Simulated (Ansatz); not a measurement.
# Na3Li, from a guessed structure to a relaxed one

Starting from a made-up structure for Na3Li, the aim is the relaxed cell, its shortest contacts and, where a second run follows, its electronic structure.

Method: DFT, PBE, plane-wave PAW, files of the set soft_1, scalar-relativistic, no spin, cell and ions relaxed at zero pressure; PAW set soft_1, in Ansatz 0.2.0.

## (1) The starting structure

Symmetry: P6_3/mmc, No. 194, hexagonal system. The conventional cell has a = 7.691 Å, b = 7.691 Å, c = 6.178 Å, α = 90.00°, β = 90.00°, γ = 120.00°. Nearest to Na lie 8 Na at 3.72 to 3.98 Å and 4 Li at 3.76 to 3.85 Å. Nearest to Li lie 12 Na at 3.76 to 3.85 Å. Farther neighbours are not listed.

As a file:

```cif
data_structure
_symmetry_space_group_name_H-M 'P 1'
_symmetry_Int_Tables_number 1
_cell_length_a 7.6910
_cell_length_b 7.6910
_cell_length_c 6.1780
_cell_angle_alpha 90.000
_cell_angle_beta 90.000
_cell_angle_gamma 120.000
_cell_volume 316.48
loop_
_atom_site_label
_atom_site_type_symbol
_atom_site_fract_x
_atom_site_fract_y
_atom_site_fract_z
_atom_site_occupancy
Na1 Na 0.82770 0.17230 0.75000 1
Na2 Na 0.34460 0.17230 0.75000 1
Na3 Na 0.82770 0.65540 0.75000 1
Na4 Na 0.17230 0.82770 0.25000 1
Na5 Na 0.65540 0.82770 0.25000 1
Na6 Na 0.17230 0.34460 0.25000 1
Li7 Li 0.66667 0.33333 0.25000 1
Li8 Li 0.33333 0.66667 0.75000 1
```

## (2) Relaxing cell and atoms

The guess takes its coordinates from another compound and its volume from a rule, so the cell and any free coordinates are relaxed together.

input.yaml

```yaml
crystal:
  lattice:
    - [7.691, 0.0, 0.0]
    - [-3.8455, 6.660601381, 0.0]
    - [0.0, 0.0, 6.178]
  atoms:
    - { symbol: Na, position: [0.8277, 0.1723, 0.75] }
    - { symbol: Na, position: [0.3446, 0.1723, 0.75] }
    - { symbol: Na, position: [0.8277, 0.6554, 0.75] }
    - { symbol: Na, position: [0.1723, 0.8277, 0.25] }
    - { symbol: Na, position: [0.6554, 0.8277, 0.25] }
    - { symbol: Na, position: [0.1723, 0.3446, 0.25] }
    - { symbol: Li, position: [0.666666667, 0.333333333, 0.25] }
    - { symbol: Li, position: [0.333333333, 0.666666667, 0.75] }
kpoints:
  mp_grid: { grid: [4, 4, 5] }
scf:
  occupations: { method: fermi_dirac, width: 0.05 }
hamiltonian:
  xc: pbe
  pseudopotentials: { kind: paw, azcp: { folder: soft_1 } }
relax:
  f_tol: 0.015
  max_steps: 70
  cell: {}
output:
  forces: true
  stress: true
```

The run is started by

```console
ansatz run input.yaml --threads 4 --pin off --max-ram 10240MiB --backend cpu --events-out ev --progress --plain --runs-dir out
```

Numbers of over 12 decimals in the logs are rounded to 6 here.

The program printed:

```text
Engine: ansatz 0.2.0, aarch64-unknown-linux-gnu
Pseudopotentials: kind: paw
Pseudopotential: Na, paw, valence charge 9, recommended cutoff 420 eV (normal), soft_1/Na.paw.azcp
Pseudopotential: Li, paw, valence charge 3, recommended cutoff 420 eV (normal), soft_1/Li.paw.azcp
Functional definition: PBE
  parameter kappa = 0.804
  parameter beta = 0.066725
  exchange = pbe_x(kappa = kappa, mu = beta*pi^2/3)
  correlation = pbe_c(beta = beta)
Crystal: 8 atoms, lattice volume = 316.478 Å³
Basis set: ecut = 420 eV, 6219 PW (Γ), exchange–correlation on 108×108×90 points (8 copies of the dense FFT grid, shifted against one another)
Bands: 38, of which v1, the nominal top of the filled ones, is band 30 counted from 1 (29 counted from 0)
Symmetry: 24 space group operations
Space group: P63/mmc (ITA 194), of the structure as read, at distance tolerance 6.8e-5 Å
k-points: 12 of 80
Non-local potential: Na, projectors of the file, l = 0: 3, l = 1: 2, l = 2: 1
Non-local potential: Li, projectors of the file, l = 0: 3, l = 1: 2, l = 2: 1
PAW form: soft (Blöchl's): semilocal exchange-correlation on the pseudo side does not see the compensation charge
PAW one-centre angular grid: Na, 110 points (default); XC on 64 Gauss nodes
PAW one-centre angular grid: Li, 110 points (default); XC on 96 Gauss nodes
Initial density: superposition of atomic densities (chi_scale 0.1, normalization cell, long waves kept (reshape's long-wave potential 0.00 eV rms))
Initial wavefunctions: pseudopotential atomic-orbital guess
Functional: x = pbe(κ = 0.804, μ = 0.219515), c = pbe(β = 0.066725)
SCF iter   1: F=—  HF=-9327.410896 eV  |F-HF|=—  |Δ(HF+E_count)|=         —  Δρ=4.36e-3  dr2=1.97e-1  ethr=3.10e-3  ⟨swp⟩=10.0  Hψ=2190  notcnv=0
preconditioner: auto → Kerker (q_TF=auto, 2.068 Å⁻¹)  [metal: Δε(μ)=0.101 eV  Ē_g=2.903 eV  σ=0.050 eV  W_gap=0.43  n_scr=46 (ndim 8)  ℏωp=5.9 eV  f_vac=0.000  D(μ)=4.54/eV (n_scr^D=20)]
SCF iter   2: F=—  HF=-9327.384361 eV  |F-HF|=—  |Δ(HF+E_count)|=   2.65e-2  Δρ=2.86e-3  dr2=1.06e-1  ethr=3.28e-4  ⟨swp⟩=2.2  Hψ=624  notcnv=0  defer=6
SCF iter   3: F=—  HF=-9327.360679 eV  |F-HF|=—  |Δ(HF+E_count)|=   2.37e-2  Δρ=8.55e-4  dr2=8.85e-3  ethr=1.77e-4  ⟨swp⟩=2.5  Hψ=582  notcnv=0  defer=6
SCF iter   4: F=—  HF=-9327.358132 eV  |F-HF|=—  |Δ(HF+E_count)|=   2.55e-3  Δρ=1.82e-4  dr2=1.20e-4  ethr=1.47e-5  ⟨swp⟩=3.0  Hψ=740  notcnv=0  defer=6
SCF iter   5: F=—  HF=-9327.358122 eV  |F-HF|=—  |Δ(HF+E_count)|=   1.02e-5  Δρ=4.05e-5  dr2=1.19e-5  ethr=2.00e-7  ⟨swp⟩=2.0  Hψ=696  notcnv=0  defer=6
SCF iter   6: F=—  HF=-9327.358074 eV  |F-HF|=—  |Δ(HF+E_count)|=   4.78e-5  Δρ=1.09e-5  dr2=7.50e-7  ethr=1.99e-8  ⟨swp⟩=2.0  Hψ=499  notcnv=0  defer=6
SCF iter   7: F=-9327.358074 eV  HF=-9327.358074 eV  |F-HF|=1.36e-8  |Δ(HF+E_count)|=   1.45e-7  Δρ=2.26e-6  dr2=2.99e-8  ethr=1.67e-10  ⟨swp⟩=4.8  Hψ=1299  notcnv=0
SCF 1 converged in 7 iterations: F = -9327.358074 eV  dr2 = 2.99e-8
  greatest PAW one-centre occupation: 1.000 electrons in one spin orbital (limit 2), on the Li atom at site 7 (counted from 0), in its partial waves of l = 0
relax step   1: F+E_penalty+E_count = -9327.35807421 eV  Δ(F+E_penalty+E_count) = +0.000e0 eV  max|allowed force component| = 1.749e-2 eV/Å  Δτ_max = 0.0000 Å  P = -1.156 GPa  Ω = 316.478 Å³  (7 SCF iters, dr2 threshold 1.00e-7 eV, accepted)
Crystal: 8 atoms, lattice volume = 301.576 Å³
Basis set: ecut = 420 eV, 5841 PW (Γ), exchange–correlation on 108×108×90 points (8 copies of the dense FFT grid, shifted against one another)
Initial density: handed on by an earlier stage of this run
Initial wavefunctions: those handed on with the density
iter 1 solved again at ethr=1.54e-6 eV; its pass at ethr=3.10e-3 eV (dr2=9.27e-4 eV) is discarded
SCF iter   1: F=—  HF=-9327.456598 eV  |F-HF|=—  |Δ(HF+E_count)|=         —  Δρ=2.41e-4  dr2=9.61e-4  ethr=1.54e-6  ⟨swp⟩=2.3  Hψ=2478  notcnv=0
preconditioner: auto → Kerker (q_TF=auto, 2.085 Å⁻¹)  [metal: Δε(μ)=0.130 eV  Ē_g=2.994 eV  σ=0.050 eV  W_gap=0.49  n_scr=46 (ndim 8)  ℏωp=6.0 eV  f_vac=0.000  D(μ)=3.60/eV (n_scr^D=20)]
SCF iter   2: F=—  HF=-9327.456418 eV  |F-HF|=—  |Δ(HF+E_count)|=   1.79e-4  Δρ=1.67e-4  dr2=5.25e-4  ethr=1.54e-6  ⟨swp⟩=1.0  Hψ=456  notcnv=0
SCF iter   3: F=—  HF=-9327.456225 eV  |F-HF|=—  |Δ(HF+E_count)|=   1.93e-4  Δρ=7.16e-5  dr2=5.35e-5  ethr=8.75e-7  ⟨swp⟩=1.9  Hψ=496  notcnv=0
SCF iter   4: F=—  HF=-9327.456206 eV  |F-HF|=—  |Δ(HF+E_count)|=   1.95e-5  Δρ=1.37e-5  dr2=8.39e-7  ethr=8.92e-8  ⟨swp⟩=3.0  Hψ=766  notcnv=0
SCF iter   5: F=-9327.456204 eV  HF=-9327.456204 eV  |F-HF|=7.29e-9  |Δ(HF+E_count)|=   1.32e-6  Δρ=3.74e-6  dr2=7.81e-8  ethr=1.33e-9  ⟨swp⟩=4.0  Hψ=1267  notcnv=0
SCF 2 converged in 5 iterations: F = -9327.456204 eV  dr2 = 7.81e-8
relax step   2: F+E_penalty+E_count = -9327.45620446 eV  Δ(F+E_penalty+E_count) = -9.813e-2 eV  max|allowed force component| = 2.271e-2 eV/Å  Δτ_max = 0.0003 Å  P = -0.933 GPa  Ω = 301.576 Å³  energy of the carried Pulay correction = +3.400e-4 eV  (5 SCF iters, dr2 threshold 8.00e-7 eV, accepted)
Crystal: 8 atoms, lattice volume = 262.270 Å³
Basis set: ecut = 420 eV, 5143 PW (Γ), exchange–correlation on 108×108×90 points (8 copies of the dense FFT grid, shifted against one another)
iter 1 solved again at ethr=6.81e-6 eV; its pass at ethr=3.10e-3 eV (dr2=4.09e-3 eV) is discarded
SCF iter   1: F=—  HF=-9327.584295 eV  |F-HF|=—  |Δ(HF+E_count)|=         —  Δρ=7.21e-4  dr2=4.18e-3  ethr=6.81e-6  ⟨swp⟩=2.7  Hψ=2596  notcnv=0
preconditioner: auto → Kerker (q_TF=auto, 2.134 Å⁻¹)  [metal: Δε(μ)=0.130 eV  Ē_g=3.250 eV  σ=0.050 eV  W_gap=0.44  n_scr=44 (ndim 8)  ℏωp=6.5 eV  f_vac=0.000  D(μ)=2.95/eV (n_scr^D=8)]
SCF iter   2: F=—  HF=-9327.583177 eV  |F-HF|=—  |Δ(HF+E_count)|=   1.12e-3  Δρ=4.86e-4  dr2=2.07e-3  ethr=6.81e-6  ⟨swp⟩=1.3  Hψ=461  notcnv=0
SCF iter   3: F=—  HF=-9327.582465 eV  |F-HF|=—  |Δ(HF+E_count)|=   7.12e-4  Δρ=2.97e-4  dr2=3.20e-4  ethr=3.44e-6  ⟨swp⟩=2.0  Hψ=500  notcnv=0
SCF iter   4: F=—  HF=-9327.582286 eV  |F-HF|=—  |Δ(HF+E_count)|=   1.79e-4  Δρ=5.03e-5  dr2=1.40e-5  ethr=5.33e-7  ⟨swp⟩=2.0  Hψ=812  notcnv=0
SCF iter   5: F=—  HF=-9327.582275 eV  |F-HF|=—  |Δ(HF+E_count)|=   1.11e-5  Δρ=1.66e-5  dr2=1.59e-6  ethr=2.33e-8  ⟨swp⟩=2.0  Hψ=745  notcnv=0
SCF iter   6: F=-9327.582275 eV  HF=-9327.582275 eV  |F-HF|=6.41e-8  |Δ(HF+E_count)|=   2.16e-7  Δρ=4.81e-6  dr2=1.89e-7  ethr=1.33e-9  ⟨swp⟩=4.0  Hψ=1268  notcnv=0
SCF 3 converged in 6 iterations: F = -9327.582275 eV  dr2 = 1.89e-7
relax step   3: F+E_penalty+E_count = -9327.58227493 eV  Δ(F+E_penalty+E_count) = -1.261e-1 eV  max|allowed force component| = 3.337e-2 eV/Å  Δτ_max = 0.0403 Å  P = +0.020 GPa  Ω = 262.270 Å³  energy of the carried Pulay correction = +1.321e-3 eV  (6 SCF iters, dr2 threshold 8.00e-7 eV, accepted)
Crystal: 8 atoms, lattice volume = 261.844 Å³
Basis set: ecut = 420 eV, 5095 PW (Γ), exchange–correlation on 108×108×90 points (8 copies of the dense FFT grid, shifted against one another)
iter 1 solved again at ethr=6.89e-6 eV; its pass at ethr=3.10e-3 eV (dr2=4.13e-3 eV) is discarded
SCF iter   1: F=—  HF=-9327.581080 eV  |F-HF|=—  |Δ(HF+E_count)|=         —  Δρ=4.40e-4  dr2=4.18e-3  ethr=6.89e-6  ⟨swp⟩=3.0  Hψ=2274  notcnv=0
preconditioner: auto → Kerker (q_TF=auto, 2.134 Å⁻¹)  [metal: Δε(μ)=0.114 eV  Ē_g=3.255 eV  σ=0.050 eV  W_gap=0.42  n_scr=44 (ndim 8)  ℏωp=6.5 eV  f_vac=0.000  D(μ)=3.48/eV (n_scr^D=20)]
SCF iter   2: F=—  HF=-9327.580647 eV  |F-HF|=—  |Δ(HF+E_count)|=   4.32e-4  Δρ=3.33e-4  dr2=2.44e-3  ethr=6.89e-6  ⟨swp⟩=1.0  Hψ=456  notcnv=0
SCF iter   3: F=—  HF=-9327.580099 eV  |F-HF|=—  |Δ(HF+E_count)|=   5.49e-4  Δρ=1.30e-4  dr2=3.77e-4  ethr=4.07e-6  ⟨swp⟩=1.7  Hψ=476  notcnv=0
SCF iter   4: F=—  HF=-9327.579990 eV  |F-HF|=—  |Δ(HF+E_count)|=   1.09e-4  Δρ=2.08e-5  dr2=9.24e-7  ethr=6.29e-7  ⟨swp⟩=1.9  Hψ=493  notcnv=0
SCF iter   5: F=—  HF=-9327.579958 eV  |F-HF|=—  |Δ(HF+E_count)|=   3.16e-5  Δρ=9.36e-6  dr2=2.49e-7  ethr=1.16e-10  ⟨swp⟩=5.0  Hψ=1630  notcnv=0
SCF iter   6: F=-9327.579958 eV  HF=-9327.579958 eV  |F-HF|=2.68e-9  |Δ(HF+E_count)|=   9.32e-8  Δρ=2.22e-6  dr2=2.86e-8  ethr=1.16e-10  ⟨swp⟩=4.0  Hψ=1466  notcnv=0
SCF 4 converged in 6 iterations: F = -9327.579958 eV  dr2 = 2.86e-8
relax step   4: F+E_penalty+E_count = -9327.57995807 eV  Δ(F+E_penalty+E_count) = +2.317e-3 eV  max|allowed force component| = 5.150e-2 eV/Å  Δτ_max = 0.0471 Å  P = +0.044 GPa  Ω = 261.844 Å³  energy of the carried Pulay correction = +1.332e-3 eV  (6 SCF iters, dr2 threshold 6.96e-8 eV, rejected (line search))
Crystal: 8 atoms, lattice volume = 263.088 Å³
Basis set: ecut = 420 eV, 5167 PW (Γ), exchange–correlation on 108×108×90 points (8 copies of the dense FFT grid, shifted against one another)
iter 1 solved again at ethr=3.05e-6 eV; its pass at ethr=3.10e-3 eV (dr2=1.83e-3 eV) is discarded
SCF iter   1: F=—  HF=-9327.584716 eV  |F-HF|=—  |Δ(HF+E_count)|=         —  Δρ=2.89e-4  dr2=1.83e-3  ethr=3.05e-6  ⟨swp⟩=2.8  Hψ=2111  notcnv=0
preconditioner: auto → Kerker (q_TF=auto, 2.133 Å⁻¹)  [metal: Δε(μ)=0.129 eV  Ē_g=3.247 eV  σ=0.050 eV  W_gap=0.45  n_scr=44 (ndim 8)  ℏωp=6.5 eV  f_vac=0.000  D(μ)=3.05/eV (n_scr^D=8)]
SCF iter   2: F=—  HF=-9327.584519 eV  |F-HF|=—  |Δ(HF+E_count)|=   1.96e-4  Δρ=2.22e-4  dr2=1.10e-3  ethr=3.05e-6  ⟨swp⟩=1.0  Hψ=456  notcnv=0
SCF iter   3: F=—  HF=-9327.584272 eV  |F-HF|=—  |Δ(HF+E_count)|=   2.48e-4  Δρ=8.64e-5  dr2=1.70e-4  ethr=1.83e-6  ⟨swp⟩=1.8  Hψ=478  notcnv=0
SCF iter   4: F=—  HF=-9327.584228 eV  |F-HF|=—  |Δ(HF+E_count)|=   4.34e-5  Δρ=8.30e-6  dr2=1.81e-7  ethr=2.84e-7  ⟨swp⟩=1.9  Hψ=499  notcnv=0
SCF iter   5: F=—  HF=-9327.584196 eV  |F-HF|=—  |Δ(HF+E_count)|=   3.23e-5  Δρ=3.08e-6  dr2=2.21e-8  ethr=3.02e-10  ⟨swp⟩=2.1  Hψ=753  notcnv=0
SCF iter   6: F=—  HF=-9327.584196 eV  |F-HF|=—  |Δ(HF+E_count)|=   9.82e-9  Δρ=8.42e-7  dr2=1.31e-9  ethr=3.68e-11  ⟨swp⟩=2.0  Hψ=789  notcnv=0
SCF iter   7: F=—  HF=-9327.584196 eV  |F-HF|=—  |Δ(HF+E_count)|=  7.46e-11  Δρ=2.86e-7  dr2=1.59e-10  ethr=1.00e-12  ⟨swp⟩=5.0  Hψ=1625  notcnv=0
SCF iter   8: F=-9327.584196 eV  HF=-9327.584196 eV  |F-HF|=1.82e-12  |Δ(HF+E_count)|=  3.46e-11  Δρ=8.79e-8  dr2=1.93e-11  ethr=1.00e-12  ⟨swp⟩=4.0  Hψ=1482  notcnv=0
SCF 5 converged in 8 iterations: F = -9327.584196 eV  dr2 = 1.93e-11
relax step   5: F+E_penalty+E_count = -9327.58419590 eV  Δ(F+E_penalty+E_count) = -1.921e-3 eV  max|allowed force component| = 1.173e-3 eV/Å  Δτ_max = 0.0178 Å  P = -0.007 GPa  Ω = 263.088 Å³  energy of the carried Pulay correction = +1.299e-3 eV  (8 SCF iters, accepted)
Basis set: ecut = 420 eV, 5167 PW (Γ), exchange–correlation on 100×100×80 points (8 copies of the dense FFT grid, shifted against one another)
Initial wavefunctions: pseudopotential atomic-orbital guess (no wavefunctions were taken with the density)
iter 1 solved again at ethr=5.93e-8 eV; its pass at ethr=3.10e-3 eV (dr2=3.56e-5 eV) is discarded
SCF iter   1: F=—  HF=-9327.583053 eV  |F-HF|=—  |Δ(HF+E_count)|=         —  Δρ=9.00e-5  dr2=2.75e-6  ethr=5.93e-8  ⟨swp⟩=3.6  Hψ=3409  notcnv=0
preconditioner: auto → Kerker (q_TF=auto, 2.133 Å⁻¹)  [metal: Δε(μ)=0.126 eV  Ē_g=3.246 eV  σ=0.050 eV  W_gap=0.45  n_scr=44 (ndim 8)  ℏωp=6.5 eV  f_vac=0.000  D(μ)=3.11/eV (n_scr^D=8)]
SCF iter   2: F=—  HF=-9327.582999 eV  |F-HF|=—  |Δ(HF+E_count)|=   5.41e-5  Δρ=4.27e-5  dr2=5.68e-7  ethr=4.59e-9  ⟨swp⟩=2.0  Hψ=676  notcnv=0
SCF iter   3: F=—  HF=-9327.583001 eV  |F-HF|=—  |Δ(HF+E_count)|=   1.57e-6  Δρ=8.35e-6  dr2=2.89e-8  ethr=9.46e-10  ⟨swp⟩=2.9  Hψ=816  notcnv=0
SCF iter   4: F=—  HF=-9327.583001 eV  |F-HF|=—  |Δ(HF+E_count)|=   5.50e-8  Δρ=5.82e-7  dr2=1.06e-9  ethr=4.82e-11  ⟨swp⟩=2.0  Hψ=816  notcnv=0
SCF iter   5: F=—  HF=-9327.583001 eV  |F-HF|=—  |Δ(HF+E_count)|=  4.00e-11  Δρ=1.13e-7  dr2=8.52e-11  ethr=1.00e-12  ⟨swp⟩=5.0  Hψ=1341  notcnv=0
SCF iter   6: F=-9327.583001 eV  HF=-9327.583001 eV  |F-HF|=1.46e-11  |Δ(HF+E_count)|=    0.00e0  Δρ=3.29e-8  dr2=1.37e-11  ethr=1.00e-12  ⟨swp⟩=3.9  Hψ=1258  notcnv=0
SCF 6 converged in 6 iterations: F = -9327.583001 eV  dr2 = 1.37e-11
relax step   6: F+E_penalty+E_count = -9327.58300060 eV  Δ(F+E_penalty+E_count) = +1.195e-3 eV  max|allowed force component| = 1.172e-3 eV/Å  Δτ_max = 0.0000 Å  P = -0.009 GPa  Ω = 263.088 Å³  stress off target by 1.35e-2 GPa  SCF on the basis re-selected at this cell (its energy is not comparable with the rows above)  (6 SCF iters)
basis re-selected at this cell: Δ(F+E_penalty+E_count) = +1.195e-3 eV, ΔP = -0.002 GPa vs the last step (what re-selecting the basis moved, of the pressure what is left beyond the Pulay correction that the steps carried, after the strain that the cell walked since its last selection, with what the two solves' SCF thresholds leave and, on support functions, any second-order correction that the steps lacked; it is no measure of the basis error at this ecutwfc). The dense FFT grid was sized anew with the basis: this SCF ran on 50×50×40 points, the steps before it on 54×54×45, so part of this shift can come from that change (see relax.cell in the input reference). [rest of the remark cut]
SCF converged after 6 iterations
Free energy (F): -9327.583001 eV
Harris-Foulkes:  -9327.583001 eV  (|F-HF|=1.46e-11)
Internal energy: -9327.555657 eV  (E = F + TS)
E sigma→0 (E₀):  -9327.569329 eV
Entropy (-TS):   -0.027343 eV (-3.418 meV/atom)
Fermi energy:    1.556159 eV
--- Per-component energies (eV) ---
  E_band       = -1630.724235
  E_kinetic    = 708.406260
  E_local      = -10009.347717  (includes V_loc(G=0)·N_el)
  E_nonlocal   = 1629.501994
  E_hartree    = 3485.245386
  E_xc         = -234.110804
  E_vxc        = -300.940508  (∫ρ·V_xc dr)
  E_paw        = -1808.714648  (= ΣΔE_a)
  E_vpaw       = -628.835616  (= ΣTr[D̂ρ^β])
  E_aug_tail   = 0.000633  (compensation charges beyond the density's cutoff)
  E_ewald      = -3098.536761
  E_smearing   = -0.027343  (= −TS)
  E_closure    = 0.000000  (closes the sum)
  Σ components = -9327.583001   (vs F -9327.583001, Δ=0.00e0)
--- Forces (eV/Å), atoms counted from 1 ---
  atom   1  Na    -0.00101457     0.00058576     0.00000000
  atom   2  Na     0.00101457     0.00058576     0.00000000
  atom   3  Na     0.00000000    -0.00117152     0.00000000
  atom   4  Na     0.00101457    -0.00058576    -0.00000000
  atom   5  Na    -0.00101457    -0.00058576    -0.00000000
  atom   6  Na     0.00000000     0.00117152    -0.00000000
  atom   7  Li     0.00000000     0.00000000    -0.00000000
  atom   8  Li     0.00000000    -0.00000000     0.00000000
  max |Σ_I F_I| component: 5.78e-19 eV/Å
--- Stress (GPa, compression-positive) ---
       -0.013455      -0.000000       0.000000
        0.000000      -0.013455      -0.000000
        0.000000      -0.000000       0.000551
  P = ⅓ Tr σ = -0.0088 GPa (-0.088 kbar)
--- Relaxed structure (5 steps of the walk, 4 accepted, 1 SCFs on fresh bases) ---
  F+E_penalty+E_count = -9327.58300060 eV   max|allowed force component| = 1.172e-3 eV/Å   (the final SCF, on the basis selected at the relaxed cell)
  cell:  # Å, volume = 263.0876 Å³
    - [7.245240, 0, 0]
    - [-3.622620, 6.274562, 0]
    - [0, 0, 5.787142]
  atoms:
    - { symbol: Na, position: [0.829368, 0.170632, 0.75] }
    - { symbol: Na, position: [0.341265, 0.170632, 0.75] }
    - { symbol: Na, position: [0.829368, 0.658735, 0.75] }
    - { symbol: Na, position: [0.170632, 0.829368, 0.25] }
    - { symbol: Na, position: [0.658735, 0.829368, 0.25] }
    - { symbol: Na, position: [0.170632, 0.341265, 0.25] }
    - { symbol: Li, position: [0.666667, 0.333333, 0.25] }
    - { symbol: Li, position: [0.333333, 0.666667, 0.75] }
```

It took 9 s on 4 threads of Arm Neoverse V2, shared host; peak memory 0.7 GiB.

Step by step:

| step | energy less that of the first step (eV) | largest force component (eV/Å) | pressure (GPa) | volume (Å³) |
| --- | --- | --- | --- | --- |
| 1 | 0.0000 | 0.0175 | -1.16 | 316.48 |
| 2 | -0.0981 | 0.0227 | -0.93 | 301.58 |
| 3 | -0.2242 | 0.0334 | 0.02 | 262.27 |
| 4 | -0.2219 | 0.0515 | 0.04 | 261.84 |
| 5 | -0.2261 | 0.0012 | -0.01 | 263.09 |
| 6* | -0.2249 | 0.0012 | -0.01 | 263.09 |

Relaxation steps marked * repeat the geometry before them on a plane-wave basis chosen anew for their cell, so energy and pressure can jump there. Relaxation step 4 was tried and not accepted.

The run keeps the 24 symmetry operations that it works with, so distortions that break them were not tested.

| conventional cell, symmetrised | before | after | change |
| --- | --- | --- | --- |
| a (Å) | 7.691 | 7.245 | -5.8 % |
| b (Å) | 7.691 | 7.245 | -5.8 % |
| c (Å) | 6.178 | 5.787 | -6.3 % |
| volume (Å³/atom) | 39.56 | 32.89 | -16.9 % |

The atoms that moved most (Å, as changes of fractional coordinates times the final cell):

```csv
atom,dx,dy,dz,length
Na3,0.000,0.021,0.000,0.021
Na2,-0.018,-0.010,0.000,0.021
Na5,0.018,0.010,0.000,0.021
Na4,-0.018,0.010,0.000,0.021
Na6,0.000,-0.021,0.000,0.021
Na1,0.018,-0.010,0.000,0.021
```

Final coordinates:

```xyz
8
Lattice="7.2452 0.0000 0.0000 -3.6226 6.2746 0.0000 0.0000 0.0000 5.7871" Properties=species:S:1:pos:R:3 pbc="T T T"
Na    5.3908    1.0706    4.3404
Na    1.8544    1.0706    4.3404
Na    3.6226    4.1333    4.3404
Na   -1.7682    5.2039    1.4468
Na    1.7682    5.2039    1.4468
Na    0.0000    2.1413    1.4468
Li    3.6226    2.0915    1.4468
Li    0.0000    4.1830    4.3404
```

Numbers from this step:

```yaml
free_energy: -9327.5830 eV
energy_at_zero_smearing: -9327.5693 eV
smearing_term_ts: 0.02734 eV
fermi_energy: 1.556 eV
electrons: 60
symmetry_operations: 24
pressure: -0.008786 GPa
```

Shortest distances by pair of elements, guess and relaxed (not always the same contact):

| pair | guess (Å) | relaxed (Å) |
| --- | --- | --- |
| Na–Na | 3.716 | 3.536 |
| Li–Na | 3.761 | 3.541 |
| Li–Li | 5.409 | 5.086 |

The relaxation ends with a largest force component of 0.0012 eV/Å and a pressure of -0.01 GPa.

## (3) What came out

| Item | Value |
| --- | --- |
| space group, relaxed | P6_3/mmc |
| conventional cell | a = 7.245, b = 7.245, c = 5.787 Å; α = 90.0°, β = 90.0°, γ = 120.0° |
| volume per atom | 32.89 Å³ (guess 39.56) |

Na3Li relaxes to P6_3/mmc with a = 7.245, b = 7.245 and c = 5.787 Å. The guessed volume was 20 % too large. The space group P6_3/mmc was held in the relaxation, so the end point is a stationary structure within it and may be a saddle against distortions or other arrangements. Mesh and cutoff weren't tested. No dispersion term is used, so weakly bound directions may come out too long. Nothing here tests whether the compound is stable against decomposition.

[Logs are printed without paths, hosts, clocks, repeated set-up lines and the standing remarks that a program may print on its own settings, such as how far it seeks lower states.]

[Hosts, paths, dates, database ids (printed as entryN), source tags and the programs' standing remarks are cut or masked in the printed files.]
